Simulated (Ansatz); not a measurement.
**Free carriers and the phonons of GaN (F-43m)**

Aim: how far do free carriers move the optical modes of GaN (F-43m)?

Program: Ansatz 0.2.0. Level of theory: DFT LDA, scalar-relativistic, plane waves, PAW; PAW set soft_1. Results are calculated unless marked as measured.

## 1. The starting structure

It takes space group F-43m (No. 216, cubic). Conventional cell: a = 4.507 Å, b = 4.507 Å, c = 4.507 Å, α = 90.00°, β = 90.00°, γ = 90.00°. Nearest to N lie 4 Ga at 1.95 Å. Nearest to Ga lie 4 N at 1.95 Å. Farther neighbours and most contacts between anions are not listed.

## 2. Bringing the structure to rest

Harmonic phonons are second derivatives at a point where the forces vanish, and they are wanted at zero stress, so atoms and cell are relaxed first.

Input file input.yaml:

```yaml
crystal:
  lattice:
    - [0.0, 2.2535006075, 2.2535006075]
    - [2.2535006075, 0.0, 2.2535006075]
    - [2.2535006075, 2.2535006075, 0.0]
  atoms:
    - { symbol: "N", position: [0.25, 0.25, 0.25] }
    - { symbol: Ga, position: [0.0, 0.0, 0.0] }
kpoints:
  mp_grid: { grid: [10, 10, 10] }
hamiltonian:
  xc: lda
  pseudopotentials: { kind: paw, azcp: { folder: soft_1 }, xc_functional: pbe }
scf:
  occupations: { method: gaussian, width: 0.02 }
output:
  forces: true
  stress: true
  eigenvalues: true
  write_density: true
  write_potential: true
  elf: true
  volumetric_format: npy
relax:
  adjacent_minimum: "off"
  f_tol: 0.005
  max_steps: 80
  cell: { stress_tol: 0.05 }
```

On the command line:

```bash
ansatz run input.yaml --threads 8 --pin off --max-ram 16384MiB --backend cpu --events-out ev --progress --plain --runs-dir out
```

Numbers of over 12 decimals in the logs are rounded to 6 here.

Log:

```text
Engine: ansatz 0.2.0, aarch64-unknown-linux-gnu
Pseudopotentials: kind: paw
Pseudopotential: N, paw, valence charge 5, recommended cutoff 420 eV (normal), soft_1/N.paw.azcp
Pseudopotential: Ga, paw, valence charge 13, recommended cutoff 420 eV (normal), soft_1/Ga.paw.azcp
Functional definition: SPW92
  exchange = slater_x
  correlation = pw_c
Crystal: 2 atoms, lattice volume = 22.888 Å³
Basis set: ecut = 420 eV, 459 PW (Γ)
Bands: 13, of which v1, the nominal top of the filled ones, is band 9 counted from 1 (8 counted from 0)
Symmetry: 24 space group operations
Space group: F-43m (ITA 216), of the structure as read, at distance tolerance 2.8e-5 Å
k-points: 47 of 1000 (time reversal used)
Non-local potential: N, projectors of the file, l = 0: 2, l = 1: 2, l = 2: 1
Non-local potential: Ga, projectors of the file, l = 0: 2, l = 1: 2, l = 2: 3, l = 3: 1
PAW form: soft (Blöchl's): semilocal exchange-correlation on the pseudo side does not see the compensation charge
PAW frozen core: N, regenerated for the run's functional, and the local potential with it (the file was generated under x = pbe(κ = 0.804, μ = 0.219515), c = pbe(β = 0.066725))
PAW frozen core: Ga, regenerated for the run's functional, and the local potential with it (the file was generated under x = pbe(κ = 0.804, μ = 0.219515), c = pbe(β = 0.066725))
PAW one-centre angular grid: N, 110 points (default); XC on 64 Gauss nodes
PAW one-centre angular grid: Ga, 590 points (default); XC on 64 Gauss nodes
Initial density: superposition of atomic densities (chi_scale 0.1, normalization cell, long waves kept (reshape's long-wave potential 0.00 eV rms))
Initial wavefunctions: pseudopotential atomic-orbital guess
Functional: x = slater, c = lda
SCF iter   1: F=—  HF=-4082.668763 eV  |F-HF|=—  |Δ(HF+E_count)|=         —  Δρ=1.02e-1  dr2=2.07e0  ethr=3.10e-3  ⟨swp⟩=4.8  Hψ=3139  notcnv=0
preconditioner: auto → none  [insulator: Δε(μ)=2.582 eV  Ē_g=19.053 eV  σ=0.020 eV  W_gap=1.00  n_scr=8 (ndim 8)  ℏωp=32.9 eV  f_vac=0.000  D(μ)=0.00/eV (n_scr^D=0)  ε∞_Penn≈4.0]
SCF iter   2: F=—  HF=-4082.150932 eV  |F-HF|=—  |Δ(HF+E_count)|=   5.18e-1  Δρ=3.89e-2  dr2=2.88e-1  ethr=3.10e-3  ⟨swp⟩=2.6  Hψ=1415  notcnv=0
SCF iter   3: F=—  HF=-4082.079172 eV  |F-HF|=—  |Δ(HF+E_count)|=   7.18e-2  Δρ=1.14e-2  dr2=1.19e-2  ethr=1.60e-3  ⟨swp⟩=2.9  Hψ=1164  notcnv=0
SCF iter   4: F=—  HF=-4082.071536 eV  |F-HF|=—  |Δ(HF+E_count)|=   7.64e-3  Δρ=1.81e-3  dr2=3.04e-4  ethr=6.64e-5  ⟨swp⟩=2.0  Hψ=1273  notcnv=0
SCF iter   5: F=—  HF=-4082.071385 eV  |F-HF|=—  |Δ(HF+E_count)|=   1.52e-4  Δρ=2.82e-4  dr2=6.51e-6  ethr=1.69e-6  ⟨swp⟩=2.0  Hψ=1216  notcnv=0
SCF iter   6: F=—  HF=-4082.071387 eV  |F-HF|=—  |Δ(HF+E_count)|=   1.84e-6  Δρ=1.69e-5  dr2=3.23e-8  ethr=5.56e-10  ⟨swp⟩=6.2  Hψ=4026  notcnv=0
SCF iter   7: F=-4082.071387 eV  HF=-4082.071387 eV  |F-HF|=4.09e-12  |Δ(HF+E_count)|=   4.61e-9  Δρ=1.03e-6  dr2=9.89e-11  ethr=1.80e-10  ⟨swp⟩=4.3  Hψ=3251  notcnv=0
SCF 1 converged in 7 iterations: F = -4082.071387 eV  dr2 = 9.89e-11
  greatest PAW one-centre occupation: 0.996 electrons in one spin orbital (limit 2), on the Ga atom at site 1 (counted from 0), in its partial waves of l = 2
relax step   1: F+E_penalty+E_count = -4082.07138677 eV  Δ(F+E_penalty+E_count) = +0.000e0 eV  max|allowed force component| = 2.313e-17 eV/Å  Δτ_max = 0.0000 Å  P = -6.500 GPa  Ω = 22.888 Å³  (7 SCF iters, dr2 threshold 1.00e-7 eV, accepted)
Crystal: 2 atoms, lattice volume = 22.421 Å³
Basis set: ecut = 420 eV, 411 PW (Γ)
Initial density: handed on by an earlier stage of this run
Initial wavefunctions: those handed on with the density
iter 1 solved again at ethr=2.24e-5 eV; its pass at ethr=3.10e-3 eV (dr2=4.02e-3 eV) is discarded
SCF iter   1: F=—  HF=-4082.087159 eV  |F-HF|=—  |Δ(HF+E_count)|=         —  Δρ=4.12e-3  dr2=4.09e-3  ethr=2.24e-5  ⟨swp⟩=1.0  Hψ=3928  notcnv=0
preconditioner: auto → none  [insulator: Δε(μ)=1.904 eV  Ē_g=18.830 eV  σ=0.020 eV  W_gap=1.00  n_scr=8 (ndim 8)  ℏωp=33.3 eV  f_vac=0.000  D(μ)=0.00/eV (n_scr^D=0)  ε∞_Penn≈4.1]
SCF iter   2: F=—  HF=-4082.086100 eV  |F-HF|=—  |Δ(HF+E_count)|=   1.06e-3  Δρ=1.34e-3  dr2=4.96e-4  ethr=2.24e-5  ⟨swp⟩=2.7  Hψ=1027  notcnv=0
SCF iter   3: F=—  HF=-4082.085975 eV  |F-HF|=—  |Δ(HF+E_count)|=   1.25e-4  Δρ=3.72e-4  dr2=1.44e-5  ethr=2.75e-6  ⟨swp⟩=2.6  Hψ=979  notcnv=0
SCF iter   4: F=—  HF=-4082.085965 eV  |F-HF|=—  |Δ(HF+E_count)|=   1.02e-5  Δρ=1.07e-4  dr2=1.07e-6  ethr=8.00e-8  ⟨swp⟩=2.1  Hψ=958  notcnv=0
iter 5 did not close the SCF: its close was put off for the readings that it lacked (scf_convergence_deferred on its scf_iter line)
SCF iter   5: F=-4082.085965 eV  HF=-4082.085965 eV  |F-HF|=4.38e-9  |Δ(HF+E_count)|=   9.97e-8  Δρ=1.09e-5  dr2=9.02e-9  ethr=5.94e-9  ⟨swp⟩=2.1  Hψ=1030  notcnv=0
SCF iter   6: F=-4082.085965 eV  HF=-4082.085965 eV  |F-HF|=1.41e-11  |Δ(HF+E_count)|=   6.47e-9  Δρ=8.35e-7  dr2=8.45e-11  ethr=5.01e-11  ⟨swp⟩=4.0  Hψ=3145  notcnv=0
SCF 2 converged in 6 iterations: F = -4082.085965 eV  dr2 = 8.45e-11
relax step   2: F+E_penalty+E_count = -4082.08596511 eV  Δ(F+E_penalty+E_count) = -1.458e-2 eV  max|allowed force component| = 3.296e-17 eV/Å  Δτ_max = 0.0000 Å  P = -2.697 GPa  Ω = 22.421 Å³  energy of the carried Pulay correction = +1.081e-3 eV  (6 SCF iters, dr2 threshold 2.00e-7 eV, accepted)
Crystal: 2 atoms, lattice volume = 22.102 Å³
iter 1 solved again at ethr=1.11e-5 eV; its pass at ethr=3.10e-3 eV (dr2=2.00e-3 eV) is discarded
SCF iter   1: F=—  HF=-4082.089883 eV  |F-HF|=—  |Δ(HF+E_count)|=         —  Δρ=2.94e-3  dr2=2.04e-3  ethr=1.11e-5  ⟨swp⟩=1.4  Hψ=3578  notcnv=0
preconditioner: auto → none  [insulator: Δε(μ)=1.988 eV  Ē_g=18.939 eV  σ=0.020 eV  W_gap=1.00  n_scr=8 (ndim 8)  ℏωp=33.5 eV  f_vac=0.000  D(μ)=0.00/eV (n_scr^D=0)  ε∞_Penn≈4.1]
SCF iter   2: F=—  HF=-4082.089351 eV  |F-HF|=—  |Δ(HF+E_count)|=   5.32e-4  Δρ=9.57e-4  dr2=2.48e-4  ethr=1.11e-5  ⟨swp⟩=2.6  Hψ=1011  notcnv=0
SCF iter   3: F=—  HF=-4082.089289 eV  |F-HF|=—  |Δ(HF+E_count)|=   6.21e-5  Δρ=2.92e-4  dr2=8.83e-6  ethr=1.38e-6  ⟨swp⟩=2.9  Hψ=1004  notcnv=0
SCF iter   4: F=—  HF=-4082.089283 eV  |F-HF|=—  |Δ(HF+E_count)|=   6.29e-6  Δρ=8.23e-5  dr2=6.01e-7  ethr=4.90e-8  ⟨swp⟩=2.2  Hψ=974  notcnv=0
iter 5 did not close the SCF: its close was put off for the readings that it lacked (scf_convergence_deferred on its scf_iter line)
SCF iter   5: F=-4082.089283 eV  HF=-4082.089283 eV  |F-HF|=1.07e-9  |Δ(HF+E_count)|=   8.81e-8  Δρ=6.34e-6  dr2=3.18e-9  ethr=3.34e-9  ⟨swp⟩=2.0  Hψ=854  notcnv=0
SCF iter   6: F=-4082.089283 eV  HF=-4082.089283 eV  |F-HF|=1.09e-10  |Δ(HF+E_count)|=   1.95e-9  Δρ=8.31e-7  dr2=1.01e-10  ethr=1.76e-11  ⟨swp⟩=4.0  Hψ=3091  notcnv=0
SCF 3 converged in 6 iterations: F = -4082.089283 eV  dr2 = 1.01e-10
relax step   3: F+E_penalty+E_count = -4082.08928301 eV  Δ(F+E_penalty+E_count) = -3.318e-3 eV  max|allowed force component| = 1.966e-17 eV/Å  Δτ_max = 0.0000 Å  P = +0.160 GPa  Ω = 22.102 Å³  energy of the carried Pulay correction = +1.833e-3 eV  (6 SCF iters, dr2 threshold 2.00e-7 eV, accepted)
[...]
relax step   4: F+E_penalty+E_count = -4082.08924968 eV  Δ(F+E_penalty+E_count) = +3.333e-5 eV  max|allowed force component| = 2.660e-17 eV/Å  Δτ_max = 0.0000 Å  P = -0.004 GPa  Ω = 22.119 Å³  energy of the carried Pulay correction = +1.791e-3 eV  (6 SCF iters, accepted)
[...]
relax step   5: F+E_penalty+E_count = -4082.08780461 eV  Δ(F+E_penalty+E_count) = +1.445e-3 eV  max|allowed force component| = 1.850e-17 eV/Å  Δτ_max = 0.0000 Å  P = -0.107 GPa  Ω = 22.119 Å³  stress off target by 1.07e-1 GPa  SCF on the basis re-selected at this cell (its energy is not comparable with the rows above)  (6 SCF iters)
[...]
relax step   6: F+E_penalty+E_count = -4082.08783562 eV  Δ(F+E_penalty+E_count) = -3.101e-5 eV  max|allowed force component| = 3.238e-17 eV/Å  Δτ_max = 0.0000 Å  P = -0.001 GPa  Ω = 22.108 Å³  energy of the carried Pulay correction = +2.715e-5 eV  (6 SCF iters, accepted)
iter 1 solved again at ethr=2.05e-8 eV; its pass at ethr=3.10e-3 eV (dr2=3.69e-6 eV) is discarded
SCF iter   1: F=—  HF=-4082.087778 eV  |F-HF|=—  |Δ(HF+E_count)|=         —  Δρ=5.48e-6  dr2=9.94e-10  ethr=2.05e-8  ⟨swp⟩=3.2  Hψ=4954  notcnv=0
preconditioner: auto → none  [insulator: Δε(μ)=1.961 eV  Ē_g=18.927 eV  σ=0.020 eV  W_gap=1.00  n_scr=8 (ndim 8)  ℏωp=33.5 eV  f_vac=0.000  D(μ)=0.00/eV (n_scr^D=0)  ε∞_Penn≈4.1]
SCF iter   2: F=—  HF=-4082.087778 eV  |F-HF|=—  |Δ(HF+E_count)|=   5.93e-7  Δρ=2.80e-6  dr2=2.97e-10  ethr=5.52e-12  ⟨swp⟩=2.0  Hψ=1026  notcnv=0
SCF iter   3: F=—  HF=-4082.087778 eV  |F-HF|=—  |Δ(HF+E_count)|=  1.41e-10  Δρ=6.47e-7  dr2=2.19e-11  ethr=1.65e-12  ⟨swp⟩=2.3  Hψ=1004  notcnv=0
iter 4 did not close the SCF: its close was put off for the readings that it lacked (scf_convergence_deferred on its scf_iter line)
SCF iter   4: F=-4082.087778 eV  HF=-4082.087778 eV  |F-HF|=4.55e-13  |Δ(HF+E_count)|=  2.14e-11  Δρ=1.49e-7  dr2=1.36e-12  ethr=1.00e-12  ⟨swp⟩=2.0  Hψ=833  notcnv=0
iter 5 did not close the SCF: its close was put off for the readings that it lacked (scf_convergence_deferred on its scf_iter line)
SCF iter   5: F=-4082.087778 eV  HF=-4082.087778 eV  |F-HF|=9.09e-13  |Δ(HF+E_count)|=  4.55e-13  Δρ=1.34e-8  dr2=8.70e-15  ethr=1.00e-12  ⟨swp⟩=1.0  Hψ=611  notcnv=0
iter 6 did not close the SCF: its close was put off for the readings that it lacked (scf_convergence_deferred on its scf_iter line)
SCF iter   6: F=-4082.087778 eV  HF=-4082.087778 eV  |F-HF|=0.00e0  |Δ(HF+E_count)|=  9.09e-13  Δρ=1.37e-9  dr2=1.70e-16  ethr=1.00e-12  ⟨swp⟩=1.0  Hψ=611  notcnv=0
iter 7 did not close the SCF: its close was put off for the readings that it lacked (scf_convergence_deferred on its scf_iter line)
SCF iter   7: F=-4082.087778 eV  HF=-4082.087778 eV  |F-HF|=1.82e-12  |Δ(HF+E_count)|=  1.36e-12  Δρ=2.39e-10  dr2=6.44e-18  ethr=1.00e-12  ⟨swp⟩=1.0  Hψ=611  notcnv=0
SCF iter   8: F=-4082.087778 eV  HF=-4082.087778 eV  |F-HF|=0.00e0  |Δ(HF+E_count)|=  1.36e-12  Δρ=3.77e-11  dr2=2.13e-19  ethr=1.00e-12  ⟨swp⟩=1.2  Hψ=1464  notcnv=0
SCF 7 converged in 8 iterations: F = -4082.087778 eV  dr2 = 2.13e-19
relax step   7: F+E_penalty+E_count = -4082.08777815 eV  Δ(F+E_penalty+E_count) = +5.747e-5 eV  max|allowed force component| = 9.830e-18 eV/Å  Δτ_max = 0.0000 Å  P = -0.001 GPa  Ω = 22.108 Å³  stress off target by 1.39e-3 GPa  SCF on the basis re-selected at this cell (its energy is not comparable with the rows above)  (8 SCF iters)
basis re-selected at this cell: Δ(F+E_penalty+E_count) = +5.747e-5 eV, ΔP = -0.001 GPa vs the last step (what re-selecting the basis moved, of the pressure what is left beyond the Pulay correction that the steps carried, after the strain that the cell walked since its last selection, with what the two solves' SCF thresholds leave and, on support functions, any second-order correction that the steps lacked; it is no m [...]
SCF converged after 8 iterations
Free energy (F): -4082.087778 eV
Harris-Foulkes:  -4082.087778 eV  (|F-HF|=0.00e0)
Internal energy: -4082.087778 eV  (E = F + TS)
E sigma→0 (E₀):  -4082.087778 eV
Fermi energy:    10.786263 eV
--- Per-component energies (eV) ---
  E_band       = -4.800312
  E_kinetic    = 241.784931
  E_local      = -1390.188631  (includes V_loc(G=0)·N_el)
  E_nonlocal   = -51.791858
  E_hartree    = 883.352145
  E_xc         = -121.845786
  E_vxc        = -131.438246  (∫ρ·V_xc dr)
  E_paw        = -2039.317283  (= ΣΔE_a)
  E_vpaw       = -439.871437  (= ΣTr[D̂ρ^β])
  E_aug_tail   = 0.000639  (compensation charges beyond the density's cutoff)
  E_ewald      = -1605.890460
  E_core_change = 1.808525  (= ΣΔE_core)
  E_smearing   = -0.000000  (= −TS)
  E_closure    = 0.000000  (closes the sum)
  Σ components = -4082.087778   (vs F -4082.087778, Δ=0.00e0)
--- Forces (eV/Å), atoms counted from 1 ---
  atom   1  N     -0.00000000    -0.00000000     0.00000000
  atom   2  Ga     0.00000000     0.00000000     0.00000000
  max |Σ_I F_I| component: 4.16e-17 eV/Å
--- Stress (GPa, compression-positive) ---
       -0.001386      -0.000000      -0.000000
       -0.000000      -0.001386       0.000000
       -0.000000       0.000000      -0.001386
  P = ⅓ Tr σ = -0.0014 GPa (-0.014 kbar)
--- Band table (eV; the first three rows and the last of 47) ---
  k-point 0: bands = [... 5 lower, -3.4683, 9.8055, 9.8055, 9.8055, 11.7668, 20.1474, 20.1474, 20.1474]
  k-point 1: bands = [... 5 lower, -3.4698, 8.7244, 9.6920, 9.6920, 12.5799, 19.6436, 20.3182, 20.3182]
  k-point 2: bands = [... 5 lower, -3.4687, 6.8628, 9.4143, 9.4143, 13.6387, 18.8623, 20.5904, 20.5904]
  k-point 46: bands = [... 5 lower, -1.3030, 3.8369, 6.0209, 6.0263, 15.6019, 18.1657, 20.6834, 20.9635]
--- Relaxed structure (5 steps of the walk, 5 accepted, 2 SCFs on fresh bases) ---
  F+E_penalty+E_count = -4082.08777815 eV   max|allowed force component| = 9.830e-18 eV/Å   (the final SCF, on the basis selected at the relaxed cell)
  cell:  # Å, volume = 22.1077 Å³
    - [0, 2.227603, 2.227603]
    - [2.227603, 0, 2.227603]
    - [2.227603, 2.227603, 0]
  atoms:
    - { symbol: N, position: [0.25, 0.25, 0.25] }
    - { symbol: Ga, position: [0, 0, 0] }
```

Run time: 2.6 s. Hardware: 8 threads of Arm Neoverse V1, shared host; peak memory 0.34 GiB.

Relaxation path:

```
step  energy less that of the first step (eV)  largest force component (eV/Å)  pressure (GPa)  volume (Å³)
   1                                   0.0000                          0.0000           -6.50        22.89
   2                                  -0.0146                          0.0000           -2.70        22.42
   3                                  -0.0179                          0.0000            0.16        22.10
   4                                  -0.0179                          0.0000            0.00        22.12
  5*                                  -0.0164                          0.0000           -0.11        22.12
   6                                  -0.0164                          0.0000            0.00        22.11
  7*                                  -0.0164                          0.0000            0.00        22.11
```

Relaxation steps marked * repeat the geometry before them on a plane-wave basis chosen anew for their cell, so energy and pressure can jump there.

The run keeps the 24 symmetry operations that it works with, so distortions that break them were not tested.

| conventional cell, symmetrised | before | after | change |
| --- | --- | --- | --- |
| a (Å) | 4.507 | 4.455 | -1.1 % |
| b (Å) | 4.507 | 4.455 | -1.1 % |
| c (Å) | 4.507 | 4.455 | -1.1 % |
| volume (Å³/atom) | 11.44 | 11.05 | -3.4 % |

The relaxed structure:

```xyz
2
Lattice="0.0000 2.2276 2.2276 2.2276 0.0000 2.2276 2.2276 2.2276 0.0000" Properties=species:S:1:pos:R:3 pbc="T T T"
N     1.1138    1.1138    1.1138
Ga    0.0000    0.0000    0.0000
```

This step gave:

```
pressure          : -0.001386 GPa
gap on the k-mesh : 1.961 eV
volume per atom   : 11.05 Å³
```

Valence density in the ac plane of a cell with a along [110], b along [-110] and c along [001] of the cube at fractional y = 0.000, with atoms of N and Ga within 0.2 Å of it. It is the smooth field of the valence electrons, not physical close to the nuclei.

Ten steps, logarithmic in the rise over the least value, from '0' (0 e/Å³) to '9' (34 e/Å³), each cell a mean:
```
852222237852222237
422344323422344323
112455321112455321
002454310002454310
001233100001233100
000111000000111000
000000000000000000
000000000000000000
000000000000000000
210000011210000011
641000025641000025
962100148962100148
```
Columns run along a (6.3 Å), rows up along c (4.5 Å), edges of the conventional cell, whose origin can differ from the input's. Atoms in or near the plane, at fractional coordinates: N at (0.75, 0.75), N at (0.25, 0.75), Ga at (0.50, 0.00), Ga at (0.00, 0.00).

ELF in the ac plane of a cell with a along [110], b along [-110] and c along [001] of the cube at fractional y = 0.000, with atoms of N and Ga within 0.2 Å of it. It is the smooth field of the valence electrons, not physical close to the nuclei.

Values, 7 rows by 16 columns, each cell a mean:
```
0.07 0.18 0.49 0.72 0.73 0.62 0.29 0.10 0.07 0.18 0.49 0.72 0.73 0.62 0.29 0.10
0.20 0.43 0.76 0.51 0.33 0.74 0.61 0.25 0.20 0.43 0.76 0.51 0.33 0.74 0.61 0.25
0.08 0.30 0.63 0.71 0.70 0.70 0.45 0.14 0.08 0.30 0.63 0.71 0.70 0.70 0.45 0.14
0.02 0.06 0.19 0.36 0.40 0.27 0.10 0.03 0.02 0.06 0.19 0.36 0.40 0.27 0.10 0.03
0.09 0.07 0.06 0.06 0.06 0.06 0.07 0.09 0.09 0.07 0.06 0.06 0.06 0.06 0.07 0.09
0.18 0.19 0.14 0.07 0.05 0.10 0.17 0.19 0.18 0.19 0.14 0.07 0.05 0.10 0.17 0.19
0.07 0.13 0.22 0.26 0.27 0.23 0.18 0.06 0.07 0.13 0.22 0.26 0.27 0.23 0.18 0.06
```
Columns run along a (6.3 Å), rows up along c (4.5 Å), edges of the conventional cell, whose origin can differ from the input's. Atoms in or near the plane, at fractional coordinates: N at (0.75, 0.75), N at (0.25, 0.75), Ga at (0.50, 0.00), Ga at (0.00, 0.00).

Electrostatic potential energy in the ac plane of a cell with a along [110], b along [-110] and c along [001] of the cube at fractional y = 0.000, with atoms of N and Ga within 0.2 Å of it. With pseudopotentials it is smooth inside the atoms' cores, unlike the true potential.

Ten even steps from '_' (-33 eV) to '@' (47 eV), each cell a mean:
```
@@##======++==++@@@@##======++==++@@
++====--..::====++++====--..::====++
======..____::==========..____::====
++++==..____--++++++++==..____--++++
++++++==----++++++++++++==----++++++
++++++++++++++++++++++++++++++++++++
++++++++++++++++++++++++++++++++++++
++++++++++++++++++++++++++++++++++++
++++++++++++++++++++++++++++++++++++
====++++++++++========++++++++++====
##++==++++++====**##++==++++++====**
@@%%==++++++==++@@@@%%==++++++==++@@
```
Columns run along a (6.3 Å; values clipped at the 3rd and 97th percentile), rows up along c (4.5 Å), edges of the conventional cell, whose origin can differ from the input's. Atoms in or near the plane, at fractional coordinates: N at (0.75, 0.75), N at (0.25, 0.75), Ga at (0.50, 0.00), Ga at (0.00, 0.00).

In this step the volume went from 11.44 to 11.05 Å³/atom.

## 3. Tight relaxation

Phonons need small forces and stress, so the relaxation is finished with tight tolerances on 12×12×12 k points.

Input file input.yaml:

```yaml
crystal:
  lattice:
    - [0.0, 2.2276025184, 2.2276025184]
    - [2.2276025184, 0.0, 2.2276025184]
    - [2.2276025184, 2.2276025184, 0.0]
  atoms:
    - { symbol: "N", position: [0.25, 0.25, 0.25] }
    - { symbol: Ga, position: [0.0, 0.0, 0.0] }
kpoints:
  mp_grid: { grid: [12, 12, 12] }
hamiltonian:
  xc: lda
  pseudopotentials: { kind: paw, azcp: { folder: soft_1 }, xc_functional: pbe }
scf:
  occupations: { method: fixed }
output:
  forces: true
  stress: true
  eigenvalues: true
relax:
  adjacent_minimum: "off"
  f_tol: 0.001
  max_steps: 60
  cell: { stress_tol: 0.01 }
```

Log:

```text
[...]
Crystal: 2 atoms, lattice volume = 22.108 Å³
Basis set: ecut = 420 eV, 411 PW (Γ)
Bands: 13, of which v1, the nominal top of the filled ones, is band 9 counted from 1 (8 counted from 0)
Symmetry: 24 space group operations
[...]
k-points: 72 of 1728 (time reversal used)
[...]
k-point 71: bands = [... 5 lower, -1.2721, 3.8936, 5.9120, 5.9422, 15.9946, 18.3826, 20.2309, 20.8609]
--- Relaxed structure (1 steps of the walk, 1 accepted, 1 SCFs on fresh bases) ---
[...]
cell:  # Å, volume = 22.1077 Å³
    - [0.0, 2.2276025184, 2.2276025184]
    - [2.2276025184, 0.0, 2.2276025184]
    - [2.2276025184, 2.2276025184, 0.0]
  atoms:
    - { symbol: N, position: [0.25, 0.25, 0.25] }
    - { symbol: Ga, position: [0.0, 0.0, 0.0] }
[key lines of the parts left out:]
SCF converged after 5 iterations
Free energy (F): -4082.087848 eV
Fermi energy:    9.805453 eV
P = ⅓ Tr σ = -0.0007 GPa (-0.007 kbar)
```

Run time: 1 s. Hardware: 8 threads; peak memory 0.33 GiB; 6 s of CPU time.

Little changed from the start: no atom moved by 0.005 Å and no cell edge by 0.1 %.

This step gave:

- pressure: -7.38e-4 GPa

The forces vanish by symmetry and the pressure is -0.001 GPa, within the tolerances set. The cell now holds 11.05 Å³/atom.

(Continued in part 2 of 2.)

[Logs are printed without paths, hosts, clocks, repeated set-up lines and the standing remarks that a program may print on its own settings, such as how far it seeks lower states.]

[Hosts, paths, dates, database ids (printed as entryN), source tags and the programs' standing remarks are cut or masked in the printed files.]
